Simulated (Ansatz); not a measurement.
# KVF3 (Pm-3m): the cell at rest

Aim: bring KVF3 (Pm-3m) to small forces and stress, as phonons need.

Calculated with Ansatz 0.2.0; DFT PBEsol, scalar-relativistic, plane waves, PAW; PAW set soft_1.

## Step 1: Starting point

Symmetry: Pm-3m, No. 221, cubic system. Conventional cell: a = 4.131 Å, b = 4.131 Å, c = 4.131 Å, α = 90.00°, β = 90.00°, γ = 90.00°. K has 12 F at 2.92 Å nearest. Nearest to V lie 6 F at 2.07 Å. Nearest to F lie 2 V at 2.07 Å and 4 K at 2.92 Å. Farther neighbours and most contacts between anions are not listed.

## Step 2: A magnetic order at the starting cell, 5 atoms

Phonons depend on the magnetic state, so simple orders are compared first, at the starting cell. This run starts ferromagnetic.

input.yaml

```yaml
crystal:
  lattice:
    - [4.131, 0.0, 0.0]
    - [0.0, 4.131, 0.0]
    - [0.0, 0.0, 4.131]
  atoms:
    - { symbol: K, position: [0.0, 0.0, 0.0] }
    - { symbol: V, position: [0.5, 0.5, 0.5], spin: 2.0 }
    - { symbol: F, position: [0.5, 0.5, 0.0] }
    - { symbol: F, position: [0.0, 0.5, 0.5] }
    - { symbol: F, position: [0.5, 0.0, 0.5] }
kpoints:
  mp_grid: { grid: [8, 8, 8] }
hamiltonian:
  xc: pbesol
  pseudopotentials: { kind: paw, azcp: { folder: soft_1 }, xc_functional: pbe }
scf:
  occupations: { method: gaussian, width: 0.05 }
  max_iter: 100
output:
  forces: true
  stress: true
  eigenvalues: true
  populations: true
magnetization:
  spin_polarized: true
```

The run is started by

```
ansatz run input.yaml --threads 4 --pin off --max-ram 10240MiB --backend cpu --events-out ev --progress --plain --runs-dir out
```

Numbers of over 12 decimals in the logs are rounded to 6 here.

Output:

```text
Engine: ansatz 0.2.0, aarch64-unknown-linux-gnu
Pseudopotentials: kind: paw
Pseudopotential: K, paw, valence charge 9, recommended cutoff 420 eV (normal), soft_1/K.paw.azcp
Pseudopotential: V, paw, valence charge 13, recommended cutoff 420 eV (normal), soft_1/V.paw.azcp
Pseudopotential: F, paw, valence charge 7, recommended cutoff 420 eV (normal), soft_1/F.paw.azcp
[...]
k-point 34 ↓: bands = [... 18 lower, 2.8843, 2.8843, 11.8991, 11.8991, 11.8991, 13.1723, 13.1723, 13.3610, ... 2 higher]
--- Löwdin populations: 5 sites ---
  site symbol       q [e]    m [muB]
     0      K      8.1680     0.0043
     1      V     11.8661     2.9028
     2      F      7.6044     0.0233
     3      F      7.6044     0.0233
     4      F      7.6044     0.0233
  spilling = 0.003549 (of n_electrons = 43.000000)
[key lines of the parts left out:]
SCF converged after 10 iterations
Magnetization: 3.0000 μB (23.0000 up, 20.0000 down)
Free energy (F): -6807.204719 eV
Fermi energy:    9.357618 eV
P = ⅓ Tr σ = -1.3551 GPa (-13.551 kbar)
```

Elapsed: 3.5 s, on 4 threads of Arm Neoverse V1, shared host; peak memory 0.43 GiB.

Numbers from this step:

- magnetization: 3 μB
- absolute magnetization: 3.053 μB
- site moments: 0.005154, 2.194, 0.03070, 0.03070, 0.03070 μB
- pressure: -1.355 GPa
- gap on the k-mesh: 0.5752 eV
- volume per atom: 14.10 Å³
- gap by spin: 0.5752, 7.136 eV
- direct gap on mesh: 0.9713 eV

At this level the gap is 0.58 eV on the k-mesh of the self-consistent run, which can miss the band edges. The cell carries a net spin moment of 3.00 μB and an absolute one of 3.05 μB.

## Step 3: A magnetic order at the starting cell, 10 atoms

Phonons depend on the magnetic state, so simple orders are compared first, at the starting cell. This run starts antiferromagnetic, q = (0.5, 0.5, 0.5).

System of this step: KVF3 (Pm-3m). Symmetry: Pm-3m, No. 221, cubic system. The conventional cell has a = 4.131 Å, b = 4.131 Å, c = 4.131 Å, α = 90.00°, β = 90.00°, γ = 90.00°. Nearest to K lie 12 F at 2.92 Å. V has 6 F at 2.07 Å nearest. Nearest to F lie 2 V at 2.07 Å and 4 K at 2.92 Å. Farther neighbours and most contacts between anions are not listed.

input.yaml, the sections that differ from step 2:

```yaml
crystal:
  lattice:
    - [4.131, 4.131, 0.0]
    - [4.131, 0.0, 4.131]
    - [4.131, 0.0, -4.131]
  atoms:
    - { symbol: K, position: [0.0, 0.0, 0.0] }
    - { symbol: K, position: [0.0, 0.5, 0.5] }
    - { symbol: V, position: [0.5, 0.25, 0.75], spin: 2.0 }
    - { symbol: V, position: [0.5, 0.75, 0.25], spin: -2.0 }
    - { symbol: F, position: [0.5, 0.0, 0.0] }
    - { symbol: F, position: [0.5, 0.5, 0.5] }
    - { symbol: F, position: [0.5, 0.0, 0.5] }
    - { symbol: F, position: [0.5, 0.5, 0.0] }
    - { symbol: F, position: [0.0, 0.5, 0.0] }
    - { symbol: F, position: [0.0, 0.0, 0.5] }
# kpoints, hamiltonian, scf, output, magnetization: as in step 2
```

Output:

```text
[...]
Crystal: 10 atoms, lattice volume = 140.992 Å³
Basis set: ecut = 420 eV, 2733 PW (Γ), exchange–correlation on 80×80×80 points (8 copies of the dense FFT grid, shifted against one another)
Bands: 55, of which v1, the nominal top of the filled ones, is band 43 counted from 1 (42 counted from 0)
Symmetry: 48 space group operations
[...]
site symbol       q [e]    m [muB]
     0      K      8.1669    -0.0000
     1      K      8.1669    -0.0000
     2      V     11.8793     2.8562
     3      V     11.8793    -2.8562
     4      F      7.6005     0.0000
     5      F      7.6005     0.0000
     6      F      7.6005     0.0000
     7      F      7.6005     0.0000
     8      F      7.6005     0.0000
     9      F      7.6005     0.0000
  spilling = 0.003539 (of n_electrons = 86.000000)
[key lines of the parts left out:]
SCF converged after 10 iterations
Magnetization: 0.0000 μB (43.0000 up, 43.0000 down)
Free energy (F): -13614.570438 eV
Fermi energy:    9.206024 eV
P = ⅓ Tr σ = -2.1442 GPa (-21.442 kbar)
```

Run time: 8 s. Hardware: 4 threads; peak memory 0.7 GiB; 30 s of CPU time.

This step gave:

* absolute magnetization: 5.860 μB
* pressure: -2.144 GPa
* gap on the k-mesh: 1.251 eV
* gap by spin: 1.251, 1.251 eV
* direct gap on mesh: 1.488 eV

At this level the gap is 1.25 eV on the k-mesh of the self-consistent run, which can miss the band edges. The cell carries a net spin moment of 0.00 μB and an absolute one of 5.86 μB, so the moments cancel.

## Step 4: A magnetic order at the starting cell, 10 atoms (run 2)

Phonons depend on the magnetic state, so simple orders are compared first, at the starting cell. This run starts antiferromagnetic, q = (0, 0, 0.5).

input.yaml, the sections that differ from step 3:

```yaml
crystal:
  lattice:
    - [4.131, 0.0, 0.0]
    - [0.0, 4.131, 0.0]
    - [0.0, 0.0, 8.262]
  atoms:
    - { symbol: K, position: [0.0, 0.0, 0.0] }
    - { symbol: K, position: [0.0, 0.0, 0.5] }
    - { symbol: V, position: [0.5, 0.5, 0.25], spin: 2.0 }
    - { symbol: V, position: [0.5, 0.5, 0.75], spin: -2.0 }
    - { symbol: F, position: [0.5, 0.5, 0.0] }
    - { symbol: F, position: [0.5, 0.5, 0.5] }
    - { symbol: F, position: [0.0, 0.5, 0.25] }
    - { symbol: F, position: [0.0, 0.5, 0.75] }
    - { symbol: F, position: [0.5, 0.0, 0.25] }
    - { symbol: F, position: [0.5, 0.0, 0.75] }
kpoints:
  mp_grid: { grid: [8, 8, 4] }
# hamiltonian, scf, output, magnetization: as in step 3
```

Output:

```text
[...]
Crystal: 10 atoms, lattice volume = 140.992 Å³
Basis set: ecut = 420 eV, 2763 PW (Γ), exchange–correlation on 60×60×120 points (8 copies of the dense FFT grid, shifted against one another)
Bands: 55, of which v1, the nominal top of the filled ones, is band 43 counted from 1 (42 counted from 0)
Symmetry: 16 space group operations
[...]
site symbol       q [e]    m [muB]
     0      K      8.1676     0.0000
     1      K      8.1676     0.0000
     2      V     11.8705     2.8858
     3      V     11.8705    -2.8858
     4      F      7.6007    -0.0000
     5      F      7.6007    -0.0000
     6      F      7.6043     0.0233
     7      F      7.6043    -0.0233
     8      F      7.6043     0.0233
     9      F      7.6043    -0.0233
  spilling = 0.003546 (of n_electrons = 86.000000)
[key lines of the parts left out:]
SCF converged after 11 iterations
Magnetization: 0.0000 μB (43.0000 up, 43.0000 down)
Free energy (F): -13614.463506 eV
Fermi energy:    9.360062 eV
P = ⅓ Tr σ = -1.6262 GPa (-16.262 kbar)
```

Elapsed: 13 s, on 4 threads; peak memory 0.8 GiB.

The cell carries a net spin moment of 0.00 μB and an absolute one of 6.02 μB, so the moments cancel.

## Step 5: The orders compared

An antiferromagnetic start is carried into the relaxation if it ends more than 3 meV per atom below the ferromagnetic start.

Numbers from this step:

| Item | Value |
| --- | --- |
| start carried on | antiferromagnetic, q = (0.5, 0.5, 0.5) |

Orders, by row:

| starting order | atoms | energy from the first start (meV/atom) | largest moment (μB) | gap on mesh (eV) | net moment of the cell (μB) | order kept |
| --- | --- | --- | --- | --- | --- | --- |
| ferromagnetic | 5 | 0 | 2.19 | 0.58 | 3 | yes |
| antiferromagnetic, q = (0.5, 0.5, 0.5) | 10 | -16.1 | 2.16 | 1.25 | 0 | yes |
| antiferromagnetic, q = (0, 0, 0.5) | 10 | -5.4 | 2.18 | 0.61 | 0 | yes |

The start carried on is the antiferromagnetic, q = (0.5, 0.5, 0.5) one.

## Step 6: Probe on a coarse mesh

First a cheap look: the gap decides the mesh and the occupations, the pressure tells how far the cell has to move.

input.yaml, the sections that differ from step 4:

```yaml
crystal:
  lattice:
    - [4.131, 4.131, 0.0]
    - [4.131, 0.0, 4.131]
    - [4.131, 0.0, -4.131]
  atoms:
    - { symbol: K, position: [0.0, 0.0, 0.0] }
    - { symbol: K, position: [0.0, 0.5, 0.5] }
    - { symbol: V, position: [0.5, 0.25, 0.75], spin: 2.0 }
    - { symbol: V, position: [0.5, 0.75, 0.25], spin: -2.0 }
    - { symbol: F, position: [0.5, 0.0, 0.0] }
    - { symbol: F, position: [0.5, 0.5, 0.5] }
    - { symbol: F, position: [0.5, 0.0, 0.5] }
    - { symbol: F, position: [0.5, 0.5, 0.0] }
    - { symbol: F, position: [0.0, 0.5, 0.0] }
    - { symbol: F, position: [0.0, 0.0, 0.5] }
kpoints:
  mp_grid: { grid: [4, 4, 4] }
scf:
  occupations: { method: gaussian, width: 0.1 }
  lower_state_search: "off"
# hamiltonian, output, magnetization: as in step 4
```

Output:

```text
[...]
Crystal: 10 atoms, lattice volume = 140.992 Å³
Basis set: ecut = 420 eV, 2733 PW (Γ), exchange–correlation on 80×80×80 points (8 copies of the dense FFT grid, shifted against one another)
Bands: 55, of which v1, the nominal top of the filled ones, is band 43 counted from 1 (42 counted from 0)
Symmetry: 48 space group operations
[...]
site symbol       q [e]    m [muB]
     0      K      8.1666     0.0000
     1      K      8.1666     0.0000
     2      V     11.8794     2.8562
     3      V     11.8794    -2.8562
     4      F      7.6006     0.0000
     5      F      7.6006     0.0000
     6      F      7.6006     0.0000
     7      F      7.6006     0.0000
     8      F      7.6006     0.0000
     9      F      7.6006     0.0000
  spilling = 0.003541 (of n_electrons = 86.000000)
[key lines of the parts left out:]
SCF converged after 12 iterations
Magnetization: 0.0000 μB (43.0000 up, 43.0000 down)
Free energy (F): -13614.570157 eV
Fermi energy:    9.212998 eV
P = ⅓ Tr σ = -2.1462 GPa (-21.462 kbar)
```

Elapsed: 2.5 s, on 4 threads; peak memory 0.55 GiB.

This step gave:

```yaml
absolute_magnetization: 5.860 μB
pressure: -2.146 GPa
gap_on_the_k_mesh: 1.251 eV
gap_by_spin: 1.251, 1.251 eV
direct_gap_on_mesh: 1.488 eV
```

The coarse mesh shows a gap of 1.25 eV and a pressure of -2.1 GPa.

(Part 1 of 2 ends here.)

[Logs are printed without paths, hosts, clocks, repeated set-up lines and the standing remarks that a program may print on its own settings, such as how far it seeks lower states.]

[Hosts, paths, dates, database ids (printed as entryN), source tags and the programs' standing remarks are cut or masked in the printed files.]
